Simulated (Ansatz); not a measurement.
# Electron scattering at the twin(10-12) boundary in hcp Ru, starting shift (0.5, 0)

Aim: the relaxed structure and the specific resistance of the twin(10-12) boundary in hcp Ru, starting shift (0.5, 0).

Calculated with Ansatz 0.2.0; Ansatz plane-wave DFT, PBE, PAW files; relaxation of a bicrystal slab with its lowest layers held; PAW set soft_1, in the first sound run; inputs show where later runs differ.

**1. Set-up**

The cell holds 26 atoms: 26 Ru. Its edges and angles: a = 6.348 Å, b = 2.706 Å, c = 30.944 Å, α = 90.0°, β = 90.0°, γ = 90.0°. It derives from Ru. built on the (1 0 2) plane; 0 overlapping atoms removed and the grains opened by 0.45 Å. Vacuum lies along c.

**2. Relaxing the bicrystal**

The boundary is built by mirroring the lower grain in the boundary plane and removing any atoms that overlap. A thin bicrystal slab is relaxed first, with the lowest layers held and the upper grain free to shift and open.

File input.yaml:

```yaml
crystal:
  lattice:
    - [6.3481279548, 0.0, 0.0]
    - [0.0, 2.7058, 0.0]
    - [0.0, 0.0, 30.9438509922]
  atoms:
    - { symbol: Ru, position: [0.112577786, 0.4166666667, 0.1615829911] }
    - { symbol: Ru, position: [0.4309007479, 0.9166666666, 0.1956356911] }
    - { symbol: Ru, position: [0.8400622288, 0.9166666667, 0.2126620411] }
    - { symbol: Ru, position: [0.1583851907, 0.4166666666, 0.2467147412] }
    - { symbol: Ru, position: [0.5675466716, 0.4166666667, 0.2637410912] }
    - { symbol: Ru, position: [0.8858696335, 0.9166666666, 0.2977937912] }
    - { symbol: Ru, position: [0.2950311144, 0.9166666667, 0.3148201412] }
    - { symbol: Ru, position: [0.6133540763, 0.4166666666, 0.3488728412] }
    - { symbol: Ru, position: [0.0225155572, 0.4166666667, 0.3658991912] }
    - { symbol: Ru, position: [0.3408385191, 0.9166666666, 0.3999518912] }
    - { symbol: Ru, position: [0.75, 0.9166666667, 0.4169782413] }
    - { symbol: Ru, position: [0.0683229619, 0.4166666666, 0.4510309413] }
    - { symbol: Ru, position: [0.5683229619, 0.4166666666, 0.4655734105] }
    - { symbol: Ru, position: [0.25, 0.9166666667, 0.4996261105] }
    - { symbol: Ru, position: [0.8408385191, 0.9166666666, 0.5166524605] }
    - { symbol: Ru, position: [0.5225155572, 0.4166666667, 0.5507051605] }
    - { symbol: Ru, position: [0.1133540763, 0.4166666666, 0.5677315105] }
    - { symbol: Ru, position: [0.7950311144, 0.9166666667, 0.6017842105] }
    - { symbol: Ru, position: [0.3858696335, 0.9166666666, 0.6188105606] }
    - { symbol: Ru, position: [0.0675466716, 0.4166666667, 0.6528632606] }
    - { symbol: Ru, position: [0.6583851907, 0.4166666666, 0.6698896106] }
    - { symbol: Ru, position: [0.3400622288, 0.9166666667, 0.7039423106] }
    - { symbol: Ru, position: [0.9309007479, 0.9166666666, 0.7209686606] }
    - { symbol: Ru, position: [0.612577786, 0.4166666667, 0.7550213606] }
    - { symbol: Ru, position: [0.2034163051, 0.4166666666, 0.7720477106] }
    - { symbol: Ru, position: [0.8850933432, 0.9166666667, 0.8061004107] }
kpoints:
  mp_grid: { grid: [4, 9, 1] }
hamiltonian:
  xc: pbe
  pseudopotentials: { kind: paw, azcp: { folder: soft_1 } }
scf:
  occupations: { method: fermi_dirac, width: 0.1 }
relax:
  f_tol: 0.03
  max_steps: 80
  constraints: [{ sites: [0, 1, 2, 3] }]
```

Launch:

```
$ ansatz run input.yaml --threads 4 --pin off --max-ram 15360MiB --backend cpu --events-out ev --progress --plain --runs-dir out
```

Numbers of over 12 decimals in the logs are rounded to 6 here.

The log of the run:

```text
Engine: ansatz 0.2.0, aarch64-unknown-linux-gnu
Pseudopotentials: kind: paw
Pseudopotential: Ru, paw, valence charge 16, recommended cutoff 420 eV (normal), soft_1/Ru.paw.azcp
Functional definition: PBE
  parameter kappa = 0.804
  parameter beta = 0.066725
  exchange = pbe_x(kappa = kappa, mu = beta*pi^2/3)
  correlation = pbe_c(beta = beta)
Crystal: 26 atoms, lattice volume = 531.515 Å³
Basis set: ecut = 420 eV, 10463 PW (Γ), exchange–correlation on 90×40×432 points (8 copies of the dense FFT grid, shifted against one another)
Bands: 250, of which v1, the nominal top of the filled ones, is band 208 counted from 1 (207 counted from 0)
Symmetry: 2 space group operations
Space group: Pm (ITA 6), of the structure as read, at distance tolerance 8.1e-5 Å
k-points: 15 of 36 (time reversal used)
Non-local potential: Ru, projectors of the file, l = 0: 3, l = 1: 2, l = 2: 2, l = 3: 1
PAW form: soft (Blöchl's): semilocal exchange-correlation on the pseudo side does not see the compensation charge
PAW one-centre angular grid: Ru, 590 points (default); XC on 64 Gauss nodes
Initial density: superposition of atomic densities (neutral atoms: chi_scale 0, normalization atom)
Initial wavefunctions: pseudopotential atomic-orbital guess
Functional: x = pbe(κ = 0.804, μ = 0.219515), c = pbe(β = 0.066725)
SCF iter   1: F=—  HF=-152854.484434 eV  |F-HF|=—  |Δ(HF+E_count)|=         —  Δρ=9.65e-2  dr2=1.51e2  ethr=3.10e-3  ⟨swp⟩=7.3  Hψ=14615  notcnv=0  defer=5
preconditioner: auto → LDOS  [metal: Δε(μ)=0.005 eV  Ē_g=5.085 eV  σ=0.100 eV  W_gap=0.01  n_scr=154 (ndim 8)  ℏωp=23.2 eV  f_vac=0.297  D(μ)=23.89/eV (n_scr^D=210)  β→1.0]
SCF iter   2: F=—  HF=-152856.508928 eV  |F-HF|=—  |Δ(HF+E_count)|=    2.02e0  Δρ=1.02e-1  dr2=8.95e1  ethr=3.10e-3  ⟨swp⟩=4.0  Hψ=10399  notcnv=0  defer=23
SCF iter   3: F=—  HF=-152838.154535 eV  |F-HF|=—  |Δ(HF+E_count)|=    1.84e1  Δρ=7.19e-3  dr2=5.73e-1  ethr=3.10e-3  ⟨swp⟩=3.0  Hψ=9435  notcnv=0  defer=30
SCF iter   4: F=—  HF=-152838.079290 eV  |F-HF|=—  |Δ(HF+E_count)|=   7.52e-2  Δρ=3.57e-3  dr2=1.74e-1  ethr=1.38e-4  ⟨swp⟩=3.1  Hψ=7748  notcnv=0  defer=30
SCF iter   5: F=—  HF=-152838.047014 eV  |F-HF|=—  |Δ(HF+E_count)|=   3.23e-2  Δρ=1.02e-3  dr2=1.55e-2  ethr=4.18e-5  ⟨swp⟩=2.0  Hψ=5305  notcnv=0  defer=30
SCF iter   6: F=—  HF=-152838.049001 eV  |F-HF|=—  |Δ(HF+E_count)|=   1.99e-3  Δρ=4.32e-4  dr2=1.56e-3  ethr=3.72e-6  ⟨swp⟩=2.0  Hψ=5372  notcnv=0  defer=30
SCF iter   7: F=—  HF=-152838.049258 eV  |F-HF|=—  |Δ(HF+E_count)|=   2.57e-4  Δρ=1.31e-4  dr2=7.15e-4  ethr=3.75e-7  ⟨swp⟩=2.1  Hψ=5885  notcnv=0  defer=30
SCF iter   8: F=—  HF=-152838.049271 eV  |F-HF|=—  |Δ(HF+E_count)|=   1.31e-5  Δρ=6.57e-5  dr2=6.76e-5  ethr=1.72e-7  ⟨swp⟩=2.0  Hψ=5256  notcnv=0  defer=30
SCF iter   9: F=-152838.049267 eV  HF=-152838.049277 eV  |F-HF|=1.04e-5  |Δ(HF+E_count)|=   6.33e-6  Δρ=2.97e-5  dr2=1.41e-5  ethr=5.41e-9  ⟨swp⟩=5.0  Hψ=13235  notcnv=0
SCF 1 converged in 9 iterations: F = -152838.049267 eV  dr2 = 1.41e-5
  greatest PAW one-centre occupation: 1.000 electrons in one spin orbital (limit 2), on the Ru atom at site 13 (counted from 0), in its partial waves of l = 0
relax step   1: F+E_penalty+E_count = -152838.04926698 eV  Δ(F+E_penalty+E_count) = +0.000e0 eV  max|allowed force component| = 3.872e0 eV/Å  Δτ_max = 0.0000 Å  (9 SCF iters, dr2 threshold 2.25e-5 eV, accepted)
Initial density: handed on by an earlier stage of this run
Initial wavefunctions: those handed on with the density
iter 1 solved again at ethr=1.39e-3 eV; its pass at ethr=3.10e-3 eV (dr2=5.78e0 eV) is discarded
SCF iter   1: F=—  HF=-152839.684300 eV  |F-HF|=—  |Δ(HF+E_count)|=         —  Δρ=1.74e-2  dr2=5.74e0  ethr=1.39e-3  ⟨swp⟩=1.0  Hψ=14102  notcnv=0  defer=18
preconditioner: auto → LDOS  [metal: Δε(μ)=0.003 eV  Ē_g=4.667 eV  σ=0.100 eV  W_gap=0.01  n_scr=154 (ndim 8)  ℏωp=23.2 eV  f_vac=0.299  D(μ)=25.60/eV (n_scr^D=218)  β→1.0]
SCF iter   2: F=—  HF=-152839.561850 eV  |F-HF|=—  |Δ(HF+E_count)|=   1.22e-1  Δρ=9.55e-3  dr2=6.10e-1  ethr=1.38e-3  ⟨swp⟩=2.1  Hψ=5766  notcnv=0  defer=18
SCF iter   3: F=—  HF=-152839.452325 eV  |F-HF|=—  |Δ(HF+E_count)|=   1.10e-1  Δρ=5.02e-3  dr2=1.88e-1  ethr=1.47e-4  ⟨swp⟩=3.0  Hψ=8628  notcnv=0  defer=21
SCF iter   4: F=—  HF=-152839.400930 eV  |F-HF|=—  |Δ(HF+E_count)|=   5.14e-2  Δρ=8.26e-4  dr2=5.67e-3  ethr=4.52e-5  ⟨swp⟩=2.3  Hψ=6040  notcnv=0  defer=21
SCF iter   5: F=—  HF=-152839.400623 eV  |F-HF|=—  |Δ(HF+E_count)|=   3.07e-4  Δρ=1.76e-4  dr2=2.98e-4  ethr=1.36e-6  ⟨swp⟩=3.3  Hψ=8238  notcnv=0  defer=24
SCF iter   6: F=-152839.400617 eV  HF=-152839.400630 eV  |F-HF|=1.34e-5  |Δ(HF+E_count)|=   6.92e-6  Δρ=6.93e-5  dr2=3.98e-5  ethr=2.40e-8  ⟨swp⟩=3.1  Hψ=14620  notcnv=0
SCF 2 converged in 6 iterations: F = -152839.400617 eV  dr2 = 3.98e-5
  greatest PAW one-centre occupation: 1.000 electrons in one spin orbital (limit 2), on the Ru atom at site 10 (counted from 0), in its partial waves of l = 0
relax step   2: F+E_penalty+E_count = -152839.40061693 eV  Δ(F+E_penalty+E_count) = -1.351e0 eV  max|allowed force component| = 1.936e0 eV/Å  Δτ_max = 0.1930 Å  (6 SCF iters, dr2 threshold 1.00e-4 eV, accepted)
iter 1 solved again at ethr=1.33e-3 eV; its pass at ethr=3.10e-3 eV (dr2=5.54e0 eV) is discarded
SCF iter   1: F=—  HF=-152839.837838 eV  |F-HF|=—  |Δ(HF+E_count)|=         —  Δρ=1.53e-2  dr2=5.56e0  ethr=1.33e-3  ⟨swp⟩=1.0  Hψ=14616  notcnv=0  defer=16
preconditioner: auto → LDOS  [metal: Δε(μ)=0.003 eV  Ē_g=4.612 eV  σ=0.100 eV  W_gap=0.01  n_scr=154 (ndim 8)  ℏωp=23.2 eV  f_vac=0.294  D(μ)=25.49/eV (n_scr^D=218)  β→1.0]
SCF iter   2: F=—  HF=-152839.664029 eV  |F-HF|=—  |Δ(HF+E_count)|=   1.74e-1  Δρ=6.02e-3  dr2=3.03e-1  ethr=1.33e-3  ⟨swp⟩=2.0  Hψ=4119  notcnv=0  defer=16
SCF iter   3: F=—  HF=-152839.627156 eV  |F-HF|=—  |Δ(HF+E_count)|=   3.69e-2  Δρ=3.20e-3  dr2=7.10e-2  ethr=7.28e-5  ⟨swp⟩=2.7  Hψ=7710  notcnv=0  defer=17
SCF iter   4: F=—  HF=-152839.611560 eV  |F-HF|=—  |Δ(HF+E_count)|=   1.56e-2  Δρ=7.17e-4  dr2=4.34e-3  ethr=1.71e-5  ⟨swp⟩=2.6  Hψ=6944  notcnv=0  defer=21
SCF iter   5: F=—  HF=-152839.610583 eV  |F-HF|=—  |Δ(HF+E_count)|=   9.77e-4  Δρ=1.52e-4  dr2=1.17e-4  ethr=1.04e-6  ⟨swp⟩=2.9  Hψ=6865  notcnv=0  defer=21
SCF iter   6: F=-152839.610585 eV  HF=-152839.610599 eV  |F-HF|=1.42e-5  |Δ(HF+E_count)|=   1.57e-5  Δρ=4.94e-5  dr2=2.89e-5  ethr=2.40e-8  ⟨swp⟩=2.9  Hψ=15206  notcnv=0
SCF 3 converged in 6 iterations: F = -152839.610585 eV  dr2 = 2.89e-5
relax step   3: F+E_penalty+E_count = -152839.61058470 eV  Δ(F+E_penalty+E_count) = -2.100e-1 eV  max|allowed force component| = 4.787e-1 eV/Å  Δτ_max = 0.2000 Å  (6 SCF iters, dr2 threshold 1.00e-4 eV, accepted)
[...]
relax step   4: F+E_penalty+E_count = -152839.68038229 eV  Δ(F+E_penalty+E_count) = -6.980e-2 eV  max|allowed force component| = 4.623e-1 eV/Å  Δτ_max = 0.2000 Å  (7 SCF iters, dr2 threshold 1.43e-5 eV, accepted)
[...]
relax step   5: F+E_penalty+E_count = -152839.65122708 eV  Δ(F+E_penalty+E_count) = +2.916e-2 eV  max|allowed force component| = 6.108e-1 eV/Å  Δτ_max = 0.2000 Å  (7 SCF iters, dr2 threshold 1.34e-5 eV, rejected (line search))
[...]
relax step   6: F+E_penalty+E_count = -152839.71615875 eV  Δ(F+E_penalty+E_count) = -3.578e-2 eV  max|allowed force component| = 6.747e-2 eV/Å  Δτ_max = 0.1000 Å  (9 SCF iters, accepted)
[...]
relax step   7: F+E_penalty+E_count = -152839.72150491 eV  Δ(F+E_penalty+E_count) = -5.346e-3 eV  max|allowed force component| = 1.416e-2 eV/Å  Δτ_max = 0.0539 Å  (9 SCF iters, accepted)
SCF iter   1: F=—  HF=-152839.747613 eV  |F-HF|=—  |Δ(HF+E_count)|=         —  Δρ=4.58e-3  dr2=1.22e-1  ethr=3.76e-4  ⟨swp⟩=4.7  Hψ=7722  notcnv=0  defer=24
preconditioner: auto → LDOS  [metal: Δε(μ)=0.020 eV  Ē_g=4.589 eV  σ=0.100 eV  W_gap=0.05  n_scr=154 (ndim 8)  ℏωp=23.2 eV  f_vac=0.292  D(μ)=25.26/eV (n_scr^D=218)  β→1.0]
SCF iter   2: F=—  HF=-152839.732245 eV  |F-HF|=—  |Δ(HF+E_count)|=   1.54e-2  Δρ=2.49e-3  dr2=2.87e-2  ethr=2.92e-5  ⟨swp⟩=3.2  Hψ=8468  notcnv=0  defer=24
SCF iter   3: F=—  HF=-152839.722030 eV  |F-HF|=—  |Δ(HF+E_count)|=   1.02e-2  Δρ=4.21e-4  dr2=1.02e-3  ethr=6.90e-6  ⟨swp⟩=2.7  Hψ=7525  notcnv=0  defer=24
SCF iter   4: F=—  HF=-152839.721811 eV  |F-HF|=—  |Δ(HF+E_count)|=   2.19e-4  Δρ=1.07e-4  dr2=1.16e-4  ethr=2.46e-7  ⟨swp⟩=2.8  Hψ=7451  notcnv=0  defer=24
SCF iter   5: F=—  HF=-152839.721793 eV  |F-HF|=—  |Δ(HF+E_count)|=   1.74e-5  Δρ=4.54e-5  dr2=2.33e-5  ethr=2.78e-8  ⟨swp⟩=2.8  Hψ=7197  notcnv=0  defer=24
SCF iter   6: F=—  HF=-152839.722758 eV  |F-HF|=—  |Δ(HF+E_count)|=   9.64e-4  Δρ=2.07e-5  dr2=3.15e-6  ethr=5.60e-9  ⟨swp⟩=2.1  Hψ=5487  notcnv=0  defer=24
SCF iter   7: F=—  HF=-152839.722757 eV  |F-HF|=—  |Δ(HF+E_count)|=   2.02e-7  Δρ=5.76e-6  dr2=2.57e-7  ethr=7.58e-10  ⟨swp⟩=2.5  Hψ=6499  notcnv=0  defer=24
SCF iter   8: F=-152839.722758 eV  HF=-152839.722758 eV  |F-HF|=3.11e-8  |Δ(HF+E_count)|=   1.16e-7  Δρ=2.40e-6  dr2=6.01e-8  ethr=2.40e-11  ⟨swp⟩=5.9  Hψ=13479  notcnv=0
SCF 8 converged in 8 iterations: F = -152839.722758 eV  dr2 = 6.01e-8
relax step   8: F+E_penalty+E_count = -152839.72275751 eV  Δ(F+E_penalty+E_count) = -1.253e-3 eV  max|allowed force component| = 9.701e-3 eV/Å  Δτ_max = 0.0464 Å  (8 SCF iters, accepted)
SCF converged after 8 iterations
Free energy (F): -152839.722758 eV
Harris-Foulkes:  -152839.722758 eV  (|F-HF|=3.11e-8)
Internal energy: -152838.878940 eV  (E = F + TS)
E sigma→0 (E₀):  -152839.300849 eV
Entropy (-TS):   -0.843817 eV (-32.455 meV/atom)
Fermi energy:    13.998192 eV
--- Per-component energies (eV) ---
  E_band       = -5308.117776
  E_kinetic    = 11944.638083
  E_local      = -535402.218436  (includes V_loc(G=0)·N_el)
  E_nonlocal   = 10740.867431
  E_hartree    = 260211.808003
  E_xc         = -4408.091201
  E_vxc        = -5573.110546  (∫ρ·V_xc dr)
  E_paw        = -91042.541451  (= ΣΔE_a)
  E_vpaw       = -7441.965123  (= ΣTr[D̂ρ^β])
  E_aug_tail   = 0.016529  (compensation charges beyond the density's cutoff)
  E_ewald      = 195116.642101
  E_smearing   = -0.843817  (= −TS)
  E_closure    = 0.000000  (closes the sum)
  Σ components = -152839.722758   (vs F -152839.722758, Δ=0.00e0)
--- Forces (eV/Å), atoms counted from 1 ---
  atom   1  Ru     0.06582490     0.00000000     1.42173569
  atom   2  Ru    -0.55686288     0.00000000    -0.08968998
  atom   3  Ru     0.45677623     0.00000000    -0.40144065
  atom   4  Ru     0.03514360     0.00000000    -0.94397912
  atom   5  Ru     0.00004412     0.00000000    -0.00497741
  atom   6  Ru    -0.00593477     0.00000000    -0.00530745
  atom   7  Ru     0.00170652     0.00000000     0.00804435
  atom   8  Ru    -0.00957129     0.00000000     0.00970148
  atom   9  Ru     0.00166872     0.00000000     0.00619043
  atom  10  Ru     0.00554098     0.00000000    -0.00375477
  atom  11  Ru    -0.00003049     0.00000000     0.00579927
  atom  12  Ru     0.00917232     0.00000000    -0.00056738
  atom  13  Ru     0.00009669     0.00000000     0.00496183
  atom  14  Ru     0.00212741     0.00000000     0.00738168
  atom  15  Ru     0.00108907     0.00000000    -0.00155618
  atom  16  Ru    -0.00055258     0.00000000     0.00231923
  atom  17  Ru    -0.00190377     0.00000000    -0.00398171
  atom  18  Ru     0.00140387     0.00000000    -0.00066020
  atom  19  Ru    -0.00715231     0.00000000    -0.00500671
  atom  20  Ru     0.00258985     0.00000000     0.00024770
  atom  21  Ru    -0.00262104     0.00000000    -0.00357197
  atom  22  Ru    -0.00063673     0.00000000    -0.00467131
  atom  23  Ru     0.00073299     0.00000000    -0.00903986
  atom  24  Ru    -0.00332947     0.00000000    -0.00193798
  atom  25  Ru     0.00668059     0.00000000     0.00918446
  atom  26  Ru    -0.00201306     0.00000000     0.00454605
  max |Σ_I F_I| component: 3.05e-5 eV/Å
--- Relaxed structure (8 steps of the walk, 7 accepted, 0 SCFs on fresh bases) ---
  F+E_penalty+E_count = -152839.72275751 eV   max|allowed force component| = 9.701e-3 eV/Å
  atoms:
    - { symbol: Ru, position: [0.112577786, 0.416667, 0.161583] }
    - { symbol: Ru, position: [0.4309007479, 0.916667, 0.1956356911] }
    - { symbol: Ru, position: [0.840062, 0.916667, 0.212662] }
    - { symbol: Ru, position: [0.158385, 0.416667, 0.246715] }
    - { symbol: Ru, position: [0.567490, 0.416667, 0.262611] }
    - { symbol: Ru, position: [0.878698, 0.916667, 0.297973] }
    - { symbol: Ru, position: [0.287972, 0.916667, 0.315503] }
    - { symbol: Ru, position: [0.604687, 0.416667, 0.347322] }
    - { symbol: Ru, position: [0.034918, 0.416667, 0.368049] }
    - { symbol: Ru, position: [0.333970, 0.916667, 0.411236] }
    - { symbol: Ru, position: [0.742706, 0.916667, 0.411081] }
    - { symbol: Ru, position: [0.034817, 0.416667, 0.453672] }
    - { symbol: Ru, position: [0.603618, 0.416667, 0.474818] }
    - { symbol: Ru, position: [0.287855, 0.916667, 0.506548] }
    - { symbol: Ru, position: [0.879408, 0.916667, 0.523952] }
    - { symbol: Ru, position: [0.565625, 0.416667, 0.559013] }
    - { symbol: Ru, position: [0.156551, 0.416667, 0.575152] }
    - { symbol: Ru, position: [0.838323, 0.916667, 0.610097] }
    - { symbol: Ru, position: [0.429399, 0.916667, 0.626920] }
    - { symbol: Ru, position: [0.111692, 0.416667, 0.661262] }
    - { symbol: Ru, position: [0.701200, 0.416667, 0.678616] }
    - { symbol: Ru, position: [0.385150, 0.916667, 0.712769] }
    - { symbol: Ru, position: [0.975694, 0.916667, 0.730714] }
    - { symbol: Ru, position: [0.661159, 0.416667, 0.764408] }
    - { symbol: Ru, position: [0.244636, 0.416667, 0.779992] }
    - { symbol: Ru, position: [0.929264, 0.916667, 0.811189] }
```

It took 12 min on 4 threads of Arm Neoverse V1, shared host; peak memory 3.2 GiB; 49 min of CPU time.

Step by step:

```csv
step,energy less that of the first step (eV),largest force component (eV/Å)
1,0.0000,3.8723
2,-1.3514,1.9360
3,-1.5613,0.4787
4,-1.6311,0.4623
5,-1.6020,0.6108
6,-1.6669,0.0675
7,-1.6722,0.0142
8,-1.6735,0.0097
```

Relaxation step 5 was tried and not accepted.

The run keeps the 2 symmetry operations that it works with, so distortions that break them were not tested.

The atoms that moved most (Å):

```csv
atom,dx,dy,dz,length
Ru24,0.308,0.000,0.290,0.424
Ru23,0.284,0.000,0.302,0.414
Ru22,0.286,0.000,0.273,0.396
Ru21,0.272,0.000,0.270,0.383
Ru20,0.280,0.000,0.260,0.382
Ru18,0.275,0.000,0.257,0.376
Ru16,0.274,0.000,0.257,0.375
Ru19,0.276,0.000,0.251,0.373
```

Final coordinates:

```cif
data_structure
_symmetry_space_group_name_H-M 'P 1'
_symmetry_Int_Tables_number 1
_cell_length_a 6.3481
_cell_length_b 2.7058
_cell_length_c 30.9439
_cell_angle_alpha 90.000
_cell_angle_beta 90.000
_cell_angle_gamma 90.000
_cell_volume 531.52
loop_
_atom_site_label
_atom_site_type_symbol
_atom_site_fract_x
_atom_site_fract_y
_atom_site_fract_z
_atom_site_occupancy
Ru1 Ru 0.11258 0.41667 0.16158 1
Ru2 Ru 0.43090 0.91667 0.19564 1
Ru3 Ru 0.84006 0.91667 0.21266 1
Ru4 Ru 0.15839 0.41667 0.24671 1
Ru5 Ru 0.56749 0.41667 0.26261 1
Ru6 Ru 0.87870 0.91667 0.29797 1
Ru7 Ru 0.28797 0.91667 0.31550 1
Ru8 Ru 0.60469 0.41667 0.34732 1
Ru9 Ru 0.03492 0.41667 0.36805 1
Ru10 Ru 0.33397 0.91667 0.41124 1
Ru11 Ru 0.74271 0.91667 0.41108 1
Ru12 Ru 0.03482 0.41667 0.45367 1
Ru13 Ru 0.60362 0.41667 0.47482 1
Ru14 Ru 0.28786 0.91667 0.50655 1
Ru15 Ru 0.87941 0.91667 0.52395 1
Ru16 Ru 0.56563 0.41667 0.55901 1
Ru17 Ru 0.15655 0.41667 0.57515 1
Ru18 Ru 0.83832 0.91667 0.61010 1
Ru19 Ru 0.42940 0.91667 0.62692 1
Ru20 Ru 0.11169 0.41667 0.66126 1
Ru21 Ru 0.70120 0.41667 0.67862 1
Ru22 Ru 0.38515 0.91667 0.71277 1
Ru23 Ru 0.97569 0.91667 0.73071 1
Ru24 Ru 0.66116 0.41667 0.76441 1
Ru25 Ru 0.24464 0.41667 0.77999 1
Ru26 Ru 0.92926 0.91667 0.81119 1
```

Numbers from this step:

```
free energy             : -152839.7228 eV
energy at zero smearing : -152839.3008 eV
Fermi energy            : 14.00 eV
```

The largest force component on a free atom ends at 0.0097 eV/Å, under the tolerance of 0.03, after 8 steps.

(Part 1 of 2 ends here.)

[Logs are printed without paths, hosts, clocks, repeated set-up lines and the standing remarks that a program may print on its own settings, such as how far it seeks lower states.]

[Hosts, paths, dates, database ids (printed as entryN), source tags and the programs' standing remarks are cut or masked in the printed files.]
